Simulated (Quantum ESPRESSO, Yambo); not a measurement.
Planning a run of Yambo 5.3.0 on PtS2 (1T monolayer). The input:

```
optics
bss
bse
em1s
dipoles
rim_cut
rim_w
RandQpts= 3000000
RandGvec= 100 RL
CUTGeo= "slab z"
RandGvecW= 9 RL
Chimod= "HARTREE"
BSKmod= "SEX"
BSEmod= "resonant"
BSSmod= "d"
BSENGexx= 30 Ry
BSENGBlk= 4 Ry
% BSEQptR
 1 | 1 |
%
% BSEBands
 23 | 34 |
%
% BEnRange
 0 | 6 | eV
%
% BDmRange
 0.1 | 0.1 | eV
%
BEnSteps= 121
% BLongDir
 1 | 0 | 0 |
%
% BndsRnXs
 1 | 52 |
%
NGsBlkXs= 4 Ry
% LongDrXs
 1 | 1 | 0 |
%
% KfnQP_E
 1.228 | 1.0 | 1.0 |
%
WRbsWF
```

```sh
OMP_NUM_THREADS=4 mpirun -n 2 yambo -F bse11.in -J bse11 -C bse11 > bse11.log
```

The stored states that it reads are on a 12×12×1 mesh. The cell holds 3 atoms: 1 Pt and 2 S. Cell: a = 3.574 Å, b = 3.574 Å, c = 15.000 Å, α = 90.0°, β = 90.0°, γ = 120.0°. It derives from  ([{'formula': 'PtS2', 'spacegroup': 164, 'source': 'prototype of the bulk crystal'}]). Vacuum lies along c.

Question: Estimate wall time and host memory on 2 MPI ranks of Arm Neoverse V2, shared host.

It took 10 min; on shared hardware allow 5.2 min to 21 min. Peak host memory was 2.4 GiB.

The kernel grows as the square of the matrix size, and full diagonalisation as its cube.

[Paths, hosts, dates, memory and timing lines, banners, echoed tables and standing remarks are left out of the program output.]

[Logs are printed without paths, hosts, clocks, repeated set-up lines and the standing remarks that a program may print on its own settings, such as how far it seeks lower states.]

[Runs of the session that timed out or met a known fault of the program may be left out.]

[Hosts, paths, dates, database ids (printed as entryN), source tags and the programs' standing remarks are cut or masked in the printed files.]
